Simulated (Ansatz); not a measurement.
# 1T-SnSe2 monolayer in a perpendicular field

Wanted: the out-of-plane response of the 1T-SnSe2 monolayer. A positive field points along +c.

Program: Ansatz 0.2.0. Level of theory: plane-wave DFT, PBE-D3(BJ), Ansatz PAW. Results are calculated unless marked as measured.

### Step 1. Set-up

The cell holds 3 atoms: 2 Se and 1 Sn. Cell: a = 3.870 Å, b = 3.870 Å, c = 35.210 Å, α = 90.0°, β = 90.0°, γ = 120.0°. Vacuum lies along c.

Structure file:

```cif
data_structure
_symmetry_space_group_name_H-M 'P 1'
_symmetry_Int_Tables_number 1
_cell_length_a 3.8700
_cell_length_b 3.8700
_cell_length_c 35.2105
_cell_angle_alpha 90.000
_cell_angle_beta 90.000
_cell_angle_gamma 120.000
_cell_volume 456.69
loop_
_atom_site_label
_atom_site_type_symbol
_atom_site_fract_x
_atom_site_fract_y
_atom_site_fract_z
_atom_site_occupancy
Se1 Se 0.66667 0.33333 0.47003 1
Sn2 Sn 0.00000 0.00000 0.50000 1
Se3 Se 0.33333 0.66667 0.52997 1
```

### Step 2. Relaxing the slab

The starting cell is a guess, so the in-plane lattice and the atoms are relaxed first, with the slab cut off from its images along the normal.

input.yaml reads:

```yaml
crystal:
  lattice:
    - [3.87, 0.0, 0.0]
    - [-1.935, 3.3515183126, 0.0]
    - [0.0, 0.0, 35.2104890424]
  atoms:
    - { symbol: Se, position: [0.6666666667, 0.3333333333, 0.4700303929] }
    - { symbol: Sn, position: [0.0, 0.0, 0.5] }
    - { symbol: Se, position: [0.3333333333, 0.6666666667, 0.5299696071] }
  periodic: [true, true, false]
kpoints:
  mp_grid: { grid: [12, 12, 1] }
hamiltonian:
  xc: pbe
  dispersion: d3bj
scf:
  occupations: { method: fermi_dirac, width: 0.05 }
  convergence: { dr2_threshold: 1.0e-09 }
relax:
  f_tol: 0.004
  max_steps: 90
  cell: {}
output:
  write_potential: true
  write_density: true
  volumetric_format: npy
```

Command:

```console
$ ansatz run input.yaml --threads 2 --pin off --max-ram 3072MiB --backend cpu --events-out ev --progress --plain --runs-dir out
```

Numbers of over 12 decimals in the logs are rounded to 6 here.

Output:

```text
Warning: relax.cell: scf.convergence.dr2_threshold = 1e-9 eV is looser than the 2.04549250463e-10 eV advised for a relaxation that steers and ends on the stress (1e-10 eV for each atom of the cell: 3, times the square of relax.cell.stress_2d_tol = 0.05 N/m over 12.1 Å (the atoms' height at the walk's start and 5 Å past either face), 4.129e-2 GPa, over a crystal's default 0.05). What an SCF threshold leaves in a stress goes as its square root, and in the free energy as the threshold itself, and one threshold admits the most on a small cell: [figures from the program's tests cut] Set scf.convergence.dr2_threshold to 2.04549250463e-10 eV or tighter. [rest of the remark cut]
Engine: ansatz 0.2.0, x86_64-unknown-linux-gnu
Pseudopotentials: kind: paw
Pseudopotential: Se, paw, valence charge 16, recommended cutoff 420 eV (normal), Se.paw.azcp
Pseudopotential: Sn, paw, valence charge 14, recommended cutoff 420 eV (normal), Sn.paw.azcp
Functional definition: PBE
  parameter kappa = 0.804
  parameter beta = 0.066725
  exchange = pbe_x(kappa = kappa, mu = beta*pi^2/3)
  correlation = pbe_c(beta = beta)
Crystal: 3 atoms, lattice volume = 456.693 Å³
Basis set: ecut = 420 eV, 8985 PW (Γ), exchange–correlation on 54×54×480 points (8 copies of the dense FFT grid, shifted against one another)
Bands: 28, of which v1, the nominal top of the filled ones, is band 23 counted from 1 (22 counted from 0)
Symmetry: 12 space group operations
Space group: P-3m1 (ITA 164), of the structure as read, at distance tolerance 7.7e-5 Å
k-points: 19 of 144
Non-local potential: Se, projectors of the file, l = 0: 2, l = 1: 2, l = 2: 3, l = 3: 1
Non-local potential: Sn, projectors of the file, l = 0: 2, l = 1: 2, l = 2: 2, l = 3: 2
PAW form: soft (Blöchl's): semilocal exchange-correlation on the pseudo side does not see the compensation charge
PAW one-centre angular grid: Se, 590 points (default); XC on 64 Gauss nodes
PAW one-centre angular grid: Sn, 590 points (default); XC on 64 Gauss nodes
Initial density: superposition of atomic densities (neutral atoms: chi_scale 0, normalization atom), corrected by the library's trained network
Initial wavefunctions: pseudopotential atomic-orbital guess
Functional: x = pbe(κ = 0.804, μ = 0.219515), c = pbe(β = 0.066725)
SCF iter   1: F=—  HF=-16961.331991 eV  |F-HF|=—  |Δ(HF+E_count)|=         —  Δρ=1.57e-3  dr2=2.12e-2  ethr=1.77e-3  ⟨swp⟩=16.6  Hψ=4083  notcnv=0
preconditioner: auto → Resta (q_TF=auto, 1.861 Å⁻¹)  ε∞=1.4  [insulator: Δε(μ)=0.684 eV  Ē_g=10.907 eV  σ=0.050 eV  W_gap=1.00  n_scr=20 (ndim 8)  ℏωp=7.0 eV  f_vac=0.827  D(μ)=0.00/eV (n_scr^D=0)  ε∞_Penn≈1.4  vacuum switching on, ρ_ref=8.6e-3 e/Å³]
SCF iter   2: F=—  HF=-16961.325277 eV  |F-HF|=—  |Δ(HF+E_count)|=   6.71e-3  Δρ=4.69e-4  dr2=9.08e-4  ethr=4.61e-5  ⟨swp⟩=4.2  Hψ=1426  notcnv=0  defer=16
SCF iter   3: F=—  HF=-16961.325565 eV  |F-HF|=—  |Δ(HF+E_count)|=   2.89e-4  Δρ=2.20e-4  dr2=1.38e-4  ethr=1.97e-6  ⟨swp⟩=3.4  Hψ=1124  notcnv=0  defer=16
SCF iter   4: F=—  HF=-16961.325733 eV  |F-HF|=—  |Δ(HF+E_count)|=   1.67e-4  Δρ=4.73e-5  dr2=9.55e-6  ethr=3.00e-7  ⟨swp⟩=3.4  Hψ=1029  notcnv=0  defer=16
SCF iter   5: F=—  HF=-16961.325734 eV  |F-HF|=—  |Δ(HF+E_count)|=   1.58e-6  Δρ=9.91e-6  dr2=3.81e-7  ethr=2.08e-8  ⟨swp⟩=3.5  Hψ=1116  notcnv=0  defer=16
SCF iter   6: F=—  HF=-16961.325759 eV  |F-HF|=—  |Δ(HF+E_count)|=   2.48e-5  Δρ=2.68e-6  dr2=2.00e-8  ethr=8.28e-10  ⟨swp⟩=3.1  Hψ=1043  notcnv=0  defer=16
SCF iter   7: F=-16961.325759 eV  HF=-16961.325759 eV  |F-HF|=6.08e-9  |Δ(HF+E_count)|=   4.29e-8  Δρ=3.66e-7  dr2=5.57e-10  ethr=2.17e-12  ⟨swp⟩=10.7  Hψ=4592  notcnv=0
SCF 1 converged in 7 iterations: F = -16961.325759 eV  dr2 = 5.57e-10
  greatest PAW one-centre occupation: 1.000 electrons in one spin orbital (limit 2), on the Se atom at site 2 (counted from 0), in its partial waves of l = 2
relax step   1: F+E_penalty+E_count = -16961.32575913 eV  Δ(F+E_penalty+E_count) = +0.000e0 eV  max|allowed force component| = 5.210e0 eV/Å  Δτ_max = 0.0000 Å  P = +17.963 N/m  Ω = 456.693 Å³  fix = [c, alpha, beta]  reactions: c +0.000 N/m  (7 SCF iters, accepted)
Crystal: 3 atoms, lattice volume = 464.542 Å³
Basis set: ecut = 420 eV, 9189 PW (Γ), exchange–correlation on 54×54×480 points (8 copies of the dense FFT grid, shifted against one another)
Initial density: handed on by an earlier stage of this run
Initial wavefunctions: those handed on with the density
iter 1 solved again at ethr=1.63e-4 eV; its pass at ethr=3.10e-3 eV (dr2=7.48e-2 eV) is discarded
SCF iter   1: F=—  HF=-16963.125519 eV  |F-HF|=—  |Δ(HF+E_count)|=         —  Δρ=3.83e-3  dr2=7.34e-2  ethr=1.63e-4  ⟨swp⟩=2.4  Hψ=4025  notcnv=0
preconditioner: auto → Resta (q_TF=auto, 1.856 Å⁻¹)  ε∞=1.4  [insulator: Δε(μ)=1.163 eV  Ē_g=10.338 eV  σ=0.050 eV  W_gap=1.00  n_scr=20 (ndim 8)  ℏωp=6.9 eV  f_vac=0.820  D(μ)=0.00/eV (n_scr^D=0)  ε∞_Penn≈1.4  vacuum switching on, ρ_ref=7.8e-3 e/Å³]
SCF iter   2: F=—  HF=-16963.107788 eV  |F-HF|=—  |Δ(HF+E_count)|=   1.77e-2  Δρ=1.76e-3  dr2=7.79e-3  ethr=1.60e-4  ⟨swp⟩=3.5  Hψ=899  notcnv=0
SCF iter   3: F=—  HF=-16963.106722 eV  |F-HF|=—  |Δ(HF+E_count)|=   1.07e-3  Δρ=7.72e-4  dr2=1.76e-3  ethr=1.69e-5  ⟨swp⟩=3.8  Hψ=1244  notcnv=0
SCF iter   4: F=—  HF=-16963.106912 eV  |F-HF|=—  |Δ(HF+E_count)|=   1.91e-4  Δρ=1.13e-4  dr2=5.17e-5  ethr=3.82e-6  ⟨swp⟩=3.2  Hψ=960  notcnv=0
SCF iter   5: F=—  HF=-16963.106946 eV  |F-HF|=—  |Δ(HF+E_count)|=   3.40e-5  Δρ=4.06e-5  dr2=6.08e-6  ethr=1.12e-7  ⟨swp⟩=3.2  Hψ=1153  notcnv=0
SCF iter   6: F=—  HF=-16963.106945 eV  |F-HF|=—  |Δ(HF+E_count)|=   1.45e-6  Δρ=7.15e-6  dr2=1.20e-7  ethr=1.32e-8  ⟨swp⟩=3.0  Hψ=1140  notcnv=0
SCF iter   7: F=—  HF=-16963.106969 eV  |F-HF|=—  |Δ(HF+E_count)|=   2.43e-5  Δρ=1.90e-6  dr2=1.85e-8  ethr=2.62e-10  ⟨swp⟩=4.5  Hψ=1483  notcnv=0
SCF iter   8: F=—  HF=-16963.106969 eV  |F-HF|=—  |Δ(HF+E_count)|=   3.62e-9  Δρ=4.76e-7  dr2=1.06e-9  ethr=4.02e-11  ⟨swp⟩=2.2  Hψ=784  notcnv=0
SCF iter   9: F=-16963.106969 eV  HF=-16963.106969 eV  |F-HF|=6.55e-11  |Δ(HF+E_count)|=  7.31e-10  Δρ=9.43e-8  dr2=3.40e-11  ethr=2.17e-12  ⟨swp⟩=12.6  Hψ=3896  notcnv=0
SCF 2 converged in 9 iterations: F = -16963.106969 eV  dr2 = 3.40e-11
relax step   2: F+E_penalty+E_count = -16963.10696929 eV  Δ(F+E_penalty+E_count) = -1.781e0 eV  max|allowed force component| = 3.093e0 eV/Å  Δτ_max = 0.1950 Å  P = +6.887 N/m  Ω = 464.542 Å³  energy of the carried Pulay correction = -5.256e-4 eV  fix = [c, alpha, beta]  reactions: c +0.000 N/m  (9 SCF iters, accepted)
Crystal: 3 atoms, lattice volume = 462.517 Å³
[...]
SCF iter   3: F=—  HF=-16963.948615 eV  |F-HF|=—  |Δ(HF+E_count)|=   9.48e-4  Δρ=4.88e-4  dr2=2.31e-3  ethr=1.84e-5  ⟨swp⟩=4.1  Hψ=1257  notcnv=0
SCF iter   4: F=—  HF=-16963.948259 eV  |F-HF|=—  |Δ(HF+E_count)|=   3.56e-4  Δρ=1.26e-4  dr2=6.40e-5  ethr=5.02e-6  ⟨swp⟩=2.9  Hψ=745  notcnv=0
SCF iter   5: F=—  HF=-16963.948257 eV  |F-HF|=—  |Δ(HF+E_count)|=   1.29e-6  Δρ=4.38e-5  dr2=9.40e-6  ethr=1.39e-7  ⟨swp⟩=3.4  Hψ=1138  notcnv=0
SCF iter   6: F=—  HF=-16963.948258 eV  |F-HF|=—  |Δ(HF+E_count)|=   3.65e-7  Δρ=9.39e-6  dr2=2.44e-7  ethr=2.04e-8  ⟨swp⟩=2.9  Hψ=1041  notcnv=0
SCF iter   7: F=—  HF=-16963.948279 eV  |F-HF|=—  |Δ(HF+E_count)|=   2.13e-5  Δρ=1.59e-6  dr2=1.80e-8  ethr=5.30e-10  ⟨swp⟩=3.4  Hψ=1204  notcnv=0
SCF iter   8: F=—  HF=-16963.948279 eV  |F-HF|=—  |Δ(HF+E_count)|=   1.30e-9  Δρ=4.22e-7  dr2=1.14e-9  ethr=3.90e-11  ⟨swp⟩=3.4  Hψ=944  notcnv=0
SCF iter   9: F=-16963.948279 eV  HF=-16963.948279 eV  |F-HF|=8.37e-11  |Δ(HF+E_count)|=  3.67e-10  Δρ=5.98e-8  dr2=1.95e-11  ethr=2.17e-12  ⟨swp⟩=10.7  Hψ=3497  notcnv=0
SCF 3 converged in 9 iterations: F = -16963.948279 eV  dr2 = 1.95e-11
relax step   3: F+E_penalty+E_count = -16963.94827909 eV  Δ(F+E_penalty+E_count) = -8.413e-1 eV  max|allowed force component| = 1.267e0 eV/Å  Δτ_max = 0.1947 Å  P = +1.131 N/m  Ω = 462.517 Å³  energy of the carried Pulay correction = -3.909e-4 eV  fix = [c, alpha, beta]  reactions: c +0.000 N/m  (9 SCF iters, accepted)
[...]
relax step   4: F+E_penalty+E_count = -16964.10408585 eV  Δ(F+E_penalty+E_count) = -1.558e-1 eV  max|allowed force component| = 4.843e-1 eV/Å  Δτ_max = 0.2000 Å  P = -1.274 N/m  Ω = 453.122 Å³  energy of the carried Pulay correction = +2.422e-4 eV  fix = [c, alpha, beta]  reactions: c -0.000 N/m  (9 SCF iters, accepted)
[...]
relax step   5: F+E_penalty+E_count = -16964.13193398 eV  Δ(F+E_penalty+E_count) = -2.785e-2 eV  max|allowed force component| = 4.293e-2 eV/Å  Δτ_max = 0.0475 Å  P = -0.533 N/m  Ω = 451.640 Å³  energy of the carried Pulay correction = +3.432e-4 eV  fix = [c, alpha, beta]  reactions: c -0.000 N/m  (7 SCF iters, accepted)
[...]
relax step   6: F+E_penalty+E_count = -16964.13417078 eV  Δ(F+E_penalty+E_count) = -2.237e-3 eV  max|allowed force component| = 1.150e-2 eV/Å  Δτ_max = 0.0016 Å  P = -0.193 N/m  Ω = 448.580 Å³  energy of the carried Pulay correction = +5.529e-4 eV  fix = [c, alpha, beta]  reactions: c -0.000 N/m  (6 SCF iters, accepted)
[...]
relax step   7: F+E_penalty+E_count = -16964.13479940 eV  Δ(F+E_penalty+E_count) = -6.286e-4 eV  max|allowed force component| = 5.982e-3 eV/Å  Δτ_max = 0.0038 Å  P = +0.001 N/m  Ω = 446.235 Å³  energy of the carried Pulay correction = +7.146e-4 eV  fix = [c, alpha, beta]  reactions: c +0.000 N/m  (6 SCF iters, accepted)
[...]
relax step   8: F+E_penalty+E_count = -16964.13480926 eV  Δ(F+E_penalty+E_count) = -9.867e-6 eV  max|allowed force component| = 1.491e-4 eV/Å  Δτ_max = 0.0007 Å  P = -0.001 N/m  Ω = 446.156 Å³  energy of the carried Pulay correction = +7.201e-4 eV  fix = [c, alpha, beta]  reactions: c -0.000 N/m  (5 SCF iters, accepted)
Initial wavefunctions: pseudopotential atomic-orbital guess (no wavefunctions were taken with the density)
iter 1 solved again at ethr=1.50e-6 eV; its pass at ethr=3.10e-3 eV (dr2=6.92e-4 eV) is discarded
SCF iter   1: F=—  HF=-16964.134447 eV  |F-HF|=—  |Δ(HF+E_count)|=         —  Δρ=8.99e-6  dr2=8.25e-8  ethr=1.50e-6  ⟨swp⟩=4.4  Hψ=5289  notcnv=0
eigensolver tolerance schedule: the retry pair's looser diagonalisation over-reported the residual by 8381.62 of it (diagonalisation noise at an unbounded share of the residual, at the tolerance the schedule requests for it); recorded, not acted on — ethr = c·dr2/N_el stays at c = 1.0e-1
SCF iter   2: F=—  HF=-16964.134438 eV  |F-HF|=—  |Δ(HF+E_count)|=   8.32e-6  Δρ=5.02e-6  dr2=5.95e-8  ethr=1.79e-10  ⟨swp⟩=5.4  Hψ=1819  notcnv=0
SCF iter   3: F=—  HF=-16964.134438 eV  |F-HF|=—  |Δ(HF+E_count)|=   2.59e-8  Δρ=2.30e-6  dr2=2.08e-8  ethr=1.29e-10  ⟨swp⟩=2.2  Hψ=790  notcnv=0
SCF iter   4: F=—  HF=-16964.134438 eV  |F-HF|=—  |Δ(HF+E_count)|=   6.49e-9  Δρ=7.00e-7  dr2=1.13e-9  ethr=4.52e-11  ⟨swp⟩=2.9  Hψ=748  notcnv=0
SCF iter   5: F=-16964.134438 eV  HF=-16964.134438 eV  |F-HF|=7.28e-12  |Δ(HF+E_count)|=  9.24e-10  Δρ=1.23e-7  dr2=4.11e-11  ethr=2.17e-12  ⟨swp⟩=16.6  Hψ=4200  notcnv=0
SCF 9 converged in 5 iterations: F = -16964.134438 eV  dr2 = 4.11e-11
relax step   9: F+E_penalty+E_count = -16964.13443849 eV  Δ(F+E_penalty+E_count) = +3.708e-4 eV  max|allowed force component| = 3.912e-4 eV/Å  Δτ_max = 0.0000 Å  P = -0.019 N/m  Ω = 446.156 Å³  fix = [c, alpha, beta]  reactions: c -0.000 N/m  stress off target by 1.92e-2 N/m on what of the cell is left free  SCF on the basis re-selected at this cell (its energy is not comparable with the rows above)  (5 SCF iters)
basis re-selected at this cell: Δ(F+E_penalty+E_count) = +3.708e-4 eV, ΔP = -0.019 N/m vs the last step (what re-selecting the basis moved, of the pressure what is left beyond the Pulay correction that the steps carried, after the strain that the cell walked since its last selection, with what the two solves' SCF thresholds leave and, on support functions, any second-order correction that the steps lacked; it is no m [...]
SCF converged after 5 iterations
Free energy (F): -16964.134438 eV
Harris-Foulkes:  -16964.134438 eV  (|F-HF|=7.28e-12)
Internal energy: -16964.134403 eV  (E = F + TS)
E sigma→0 (E₀):  -16964.134421 eV
Entropy (-TS):   -0.000035 eV (-0.012 meV/atom)
Fermi energy:    -5.550778 eV
--- Per-component energies (eV) ---
  E_band       = -1498.945677
  E_kinetic    = 423.823785
  E_local      = -114115.274139  (includes V_loc(G=0)·N_el)
  E_nonlocal   = -1222.406390
  E_hartree    = 56815.204545
  E_xc         = -589.167801
  E_vxc        = -290.403608  (∫ρ·V_xc dr)
  E_paw        = -7963.857359  (= ΣΔE_a)
  E_vpaw       = 74.906780  (= ΣTr[D̂ρ^β])
  E_aug_tail   = -0.001214  (compensation charges beyond the density's cutoff)
  E_ewald      = 49688.301108
  E_disp       = -0.756938  (pairwise vdW)
  E_smearing   = -0.000035  (= −TS)
  E_closure    = 0.000000  (closes the sum)
  Σ components = -16964.134438   (vs F -16964.134438, Δ=0.00e0)
--- Forces (eV/Å), atoms counted from 1 ---
  atom   1  Se    -0.00000000     0.00000000    -0.00039116
  atom   2  Sn     0.00000000    -0.00000000     0.00000000
  atom   3  Se     0.00000000    -0.00000000     0.00039116
  max |Σ_I F_I| component: 4.63e-18 eV/Å
--- 2D stress c σ (N/m, compression-positive) ---
       -0.019163      -0.000000       0.000000
       -0.000000      -0.019163       0.000000
        0.000000       0.000000      -0.000000
  P = ½ c Tr σ = -0.0192 N/m
--- Band table (eV; the first three rows and the last of 19) ---
  k-point 0: bands = [... 19 lower, -6.4231, -6.4231, -6.0366, -6.0366, -4.3683, -2.8431, -1.3368, -1.3368, ... 1 higher]
  k-point 1: bands = [... 19 lower, -7.0457, -6.6554, -6.4054, -5.9738, -3.9856, -2.4008, -1.5090, -1.1755, ... 1 higher]
  k-point 2: bands = [... 19 lower, -7.2304, -7.0808, -6.9459, -5.9774, -3.7241, -2.1026, -1.0258, -0.8002, ... 1 higher]
  k-point 18: bands = [... 19 lower, -9.6070, -9.2415, -6.8508, -6.8508, -4.1804, -0.7583, -0.7583, 0.6143, ... 1 higher]
  the weakly bound empty levels are not read free of the cell's end (no_gap_told)
--- Relaxed structure (8 steps of the walk, 8 accepted, 1 SCFs on fresh bases) ---
  F+E_penalty+E_count = -16964.13443849 eV   max|allowed force component| = 3.912e-4 eV/Å   (the final SCF, on the basis selected at the relaxed cell)
  cell:  # Å, volume = 446.1555 Å³
    - [3.825091, 0, 0]
    - [-1.912546, 3.312626, 0]
    - [0, 0, 35.2104890424]
  atoms:
    - { symbol: Se, position: [0.666667, 0.333333, 0.454550] }
    - { symbol: Sn, position: [0, 0, 0.5] }
    - { symbol: Se, position: [0.333333, 0.666667, 0.545450] }
```

The job ended after 83 s (2 threads of Intel Xeon at 2.70GHz, shared host; peak memory 0.77 GiB).

Step by step:

```
step  energy less that of the first step (eV)  largest force component (eV/Å)  volume (Å³)
   1                                   0.0000                          5.2102       456.69
   2                                  -1.7812                          3.0933       464.54
   3                                  -2.6225                          1.2672       462.52
   4                                  -2.7783                          0.4843       453.12
   5                                  -2.8062                          0.0429       451.64
   6                                  -2.8084                          0.0115       448.58
   7                                  -2.8090                          0.0060       446.24
   8                                  -2.8090                          0.0001       446.16
  9*                                  -2.8087                          0.0004       446.16
```

Relaxation steps marked * repeat the geometry before them on a plane-wave basis chosen anew for their cell, so energy and pressure can jump there.

Forces are held to the 12 operations that the run works with; a distortion that breaks them can't arise in this run.

```
cell as run  before  after  change
      a (Å)   3.870  3.825  -1.2 %
      b (Å)   3.870  3.825  -1.2 %
```

The atoms that moved most (Å, along periodic axes as changes of fractional coordinates times the final cell, across vacuum about the mean position):

```
atom     dx     dy      dz  length
 Se1  0.000  0.000  -0.545   0.545
 Se3  0.000  0.000   0.545   0.545
```

The relaxed structure:

```xyz
3
Lattice="3.8251 0.0000 0.0000 -1.9125 3.3126 0.0000 0.0000 0.0000 35.2105" Properties=species:S:1:pos:R:3
Se    1.9125    1.1042   16.0049
Sn    0.0000    0.0000   17.6052
Se    0.0000    2.2084   19.2056
```

The lattice constant a goes from 3.870 to 3.825 Å.

[end of part 1 of 2]

[Logs are printed without paths, hosts, clocks, repeated set-up lines and the standing remarks that a program may print on its own settings, such as how far it seeks lower states.]

[Hosts, paths, dates, database ids (printed as entryN), source tags and the programs' standing remarks are cut or masked in the printed files.]

[Maps of the electrostatic potential energy from Ansatz leave out the sawtooth potential of an applied field or a dipole correction, so their vacuum need not be flat; planar profiles and work functions include it.]
